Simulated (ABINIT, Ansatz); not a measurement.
# A GW run on Sr2H6Os (Fm-3m) in ABINIT, with inputs changed, part 2 of 2

What do changed inputs do to GW on Sr2H6Os (Fm-3m)?

ABINIT 10.8.3; PBEsol and many-body steps on it, plane waves. Known limits of the many-body steps: not at the basis limit; no spin polarisation; d states lean on the start; no spin-orbit coupling; coarse k mesh.

So far. Step 2 (Screening, 2×2×2 mesh, 94 bands, screening to 114.3 eV): Local fields lower ε∞ by 18 %. On a Γ-centred mesh this coarse the value itself is usually too large, while a short band sum pulls it down. Step 3 (Base): The gap on the mesh goes from 2.32 eV to 3.46 eV, a correction of +1.14 eV.

## Step 5: A keyword of another program

Level of this step: G0W0 on PBEsol, plane waves, norm-conserving pseudopotentials (ABINIT).

run.abi

```
acell 3*1.0 Angstrom
rprim 
  -0.000000000000 3.812277830000 3.812277830000
  3.812277830000 -0.000000000000 3.812277830000
  3.812277830000 3.812277830000 0.000000000000
ntypat 3
znucl 38 1 76
natom 9
typat 1 1 2 2 2 2 2 2 3
xred 
  0.750000000000 0.750000000000 0.750000000000
  0.250000000000 0.250000000000 0.250000000000
  0.773847590000 0.773847590000 0.226152410000
  0.226152410000 0.773847590000 0.226152410000
  0.773847590000 0.226152410000 0.226152410000
  0.226152410000 0.226152410000 0.773847590000
  0.773847590000 0.226152410000 0.773847590000
  0.226152410000 0.773847590000 0.773847590000
  0.000000000000 0.000000000000 0.000000000000
pp_dirpath "pseudos"
pseudos "Sr.upf, H.upf, Os.upf"
ecut 33
ngkpt 2 2 2
nshiftk 1
shiftk 0 0 0
kptopt 1
chksymbreak 0
istwfk *1
occopt 1
irdwfk 1
optdriver 4
nband 94
gwcalctyp 0
ecutsigx 33
symsigma 1
nkptgw 2
kptgw 
  0.0000000000 0.0000000000 0.0000000000
  0.5000000000 0.5000000000 0.0000000000
bdgw 
  19 24
  20 23
ecuteps 4.2
irdscr 1
ppmodel 1
ecut_chi 100
indata_prefix "in"
outdata_prefix "out"
tmpdata_prefix "tmp"
```

The run is started by

```bash
$ OMP_NUM_THREADS=1 mpirun -n 4 abinit run.abi > log
```

What it wrote:

```text
.Version 10.8.3 of ABINIT. v10.8.2 released Aug 2026.

 Symmetries : space group Fm -3 m (#225); Bravais cF (face-center cubic)
================================================================================
 Values of the parameters that define the memory need of the present run
     intxc =       0    ionmov =       0      iscf =       7    lmnmax =       8
     lnmax =       8     mgfft =      54  mpssoang =       4    mqgrid =    3001
     natom =       9  nloc_mem =       1    nspden =       1   nspinor =       1
    nsppol =       1      nsym =      48    n1xccc =    2501    ntypat =       3
    occopt =       1   xclevel =       2
-    mband =          94        mffmem =           1         mkmem =           1
       mpw =        6855          nfft =      157464          nkpt =           3
================================================================================
  Rough estimation (10% accuracy) of disk space for files :
================================================================================

--------------------------------------------------------------------------------
------------- Echo of variables that govern the present computation ------------
--------------------------------------------------------------------------------
 -outvars: echo values of preprocessed input variables --------
            acell      1.8897261259E+00  1.8897261259E+00  1.8897261259E+00 Bohr

             bdgw          19      24      20      23
      chksymbreak           0
             ecut      3.30000000E+01 Hartree
          ecuteps      4.20000000E+00 Hartree
         ecutsigx      3.30000000E+01 Hartree
          ecutwfn      3.30000000E+01 Hartree
-          fftalg         312
           irdscr           1
           irdwfk           1

[...]
npwwfn        6855
             nsym          48
           ntypat           3
              occ      2.000000  2.000000  2.000000  2.000000  2.000000  2.000000
                       2.000000  2.000000  2.000000  2.000000  2.000000  2.000000
                       2.000000  2.000000  2.000000  2.000000  2.000000  2.000000
                       2.000000  2.000000  2.000000  0.000000  0.000000  0.000000
[...]
0.000000  0.000000  0.000000  0.000000  0.000000  0.000000
   [... 5 further rows ...]
                       0.000000  0.000000  0.000000  0.000000  0.000000  0.000000
                       0.000000  0.000000  0.000000  0.000000
        optdriver           4
            rprim     -0.0000000000E+00  3.8122778300E+00  3.8122778300E+00
[...]
spgroup         225

             xred      7.5000000000E-01  7.5000000000E-01  7.5000000000E-01
[...]
2.2615241000E-01  7.7384759000E-01  7.7384759000E-01
                       0.0000000000E+00  0.0000000000E+00  0.0000000000E+00
            znucl       38.00000    1.00000   76.00000

================================================================================

 chkinp: Checking input parameters for consistency.

--- !ERROR
message: |
    Found token: `ECUT_CHI` in the input file.
    This name is not one of the registered input variable names (see
    Action: check your input file. Perhaps you mistyped the input variable,
    or specified "img", although this was not permitted for this input variable.

--- !ERROR
message: |
    Found token: `ECUT_CHI` in the input file.
    This name is not one of the registered input variable names (see
    Action: check your input file. Perhaps you mistyped the input variable,
    or specified "img", although this was not permitted for this input variable.

--- from the log ---
Found token: `ECUT_CHI` in the input file.
    This name is not one of the registered input variable names (see
    Action: check your input file. Perhaps you mistyped the input variable,
    or specified "img", although this was not permitted for this input variable.
```

Elapsed: 0.72 s, on 4 MPI ranks of Arm Neoverse V2, shared host; peak memory 0.05 GiB.

The run stopped with an error after 0.72 s.

The program's words: Found token: `ECUT_CHI` in the input file. This name is not one of the registered input variable names (see Action: check your input file. Perhaps you mistyped the input variable, or specified "img", although this was not permitted for this input variable.

The fault put into this input: a keyword of another program.

## Step 6: Side by side

Times are wall times on 4 MPI ranks of Arm Neoverse V2, shared host, good to a factor of about two. A run's time includes the screening step that it read.

| run | mesh | bands | screening cutoff (eV) | DFT gap (eV) | gap on the mesh (eV) | direct (eV) | ε∞ used | time |
| --- | --- | --- | --- | --- | --- | --- | --- | --- |
| base | 2×2×2 | 94 | 114.3 | 2.319 | 3.464 | 3.501 | 4.35 | 19 s |
| smaller part of the screening matrix | 2×2×2 | 94 | 57.1 | 2.319 | 3.425 | 3.465 | 4.35 | 16 s |

## Step 7: Outcome

```
base                                 : 3.464 eV
smaller part of the screening matrix : 3.425 eV
known limits                         : not at the basis limit; no spin polarisation; d states lean on the start; no spin-orbit coupling; coarse k mesh
```

What this shows: Smaller part of the screening matrix: −0.039 eV against base (keys changed: ecuteps). Bands and cutoff are finite, so the gap is not at the basis limit. The miss can reach some tenths of an eV and take either sign; the mesh is an error of its own. In the G0W0 runs levels were corrected at 2 k points alone, so a gap called «on the mesh» is the least over those, and an edge elsewhere would be missed. The 2×2×2 mesh is coarse for this cell, which bears on the long-range parts of exchange and screening. The runs have no spin polarisation. For a closed low-spin shell that is the natural state; where a d or f shell is open it is a constraint, and the gap is then not the crystal's own. With d states at the gap, one-shot GW leans hard on its start. The many-body steps are scalar-relativistic: spin-orbit coupling is not in them.

[Paths, hosts, dates, memory and timing lines, banners, echoed tables and standing remarks are left out of the program output.]

[Logs are printed without paths, hosts, clocks, repeated set-up lines and the standing remarks that a program may print on its own settings, such as how far it seeks lower states.]

[Runs of the session that timed out or met a known fault of the program may be left out.]

[Hosts, paths, dates, database ids (printed as entryN), source tags and the programs' standing remarks are cut or masked in the printed files.]

[G0W0 gaps are taken among the corrected bands and points alone; a level outside them can change the order at an edge.]

[Where Ansatz stands beside ABINIT at settings called matched, ABINIT's density can come from a denser mesh and the files from another edition; pairs whose starting gaps differed by over 0.03 eV were left out, so agreement reads better than it is.]
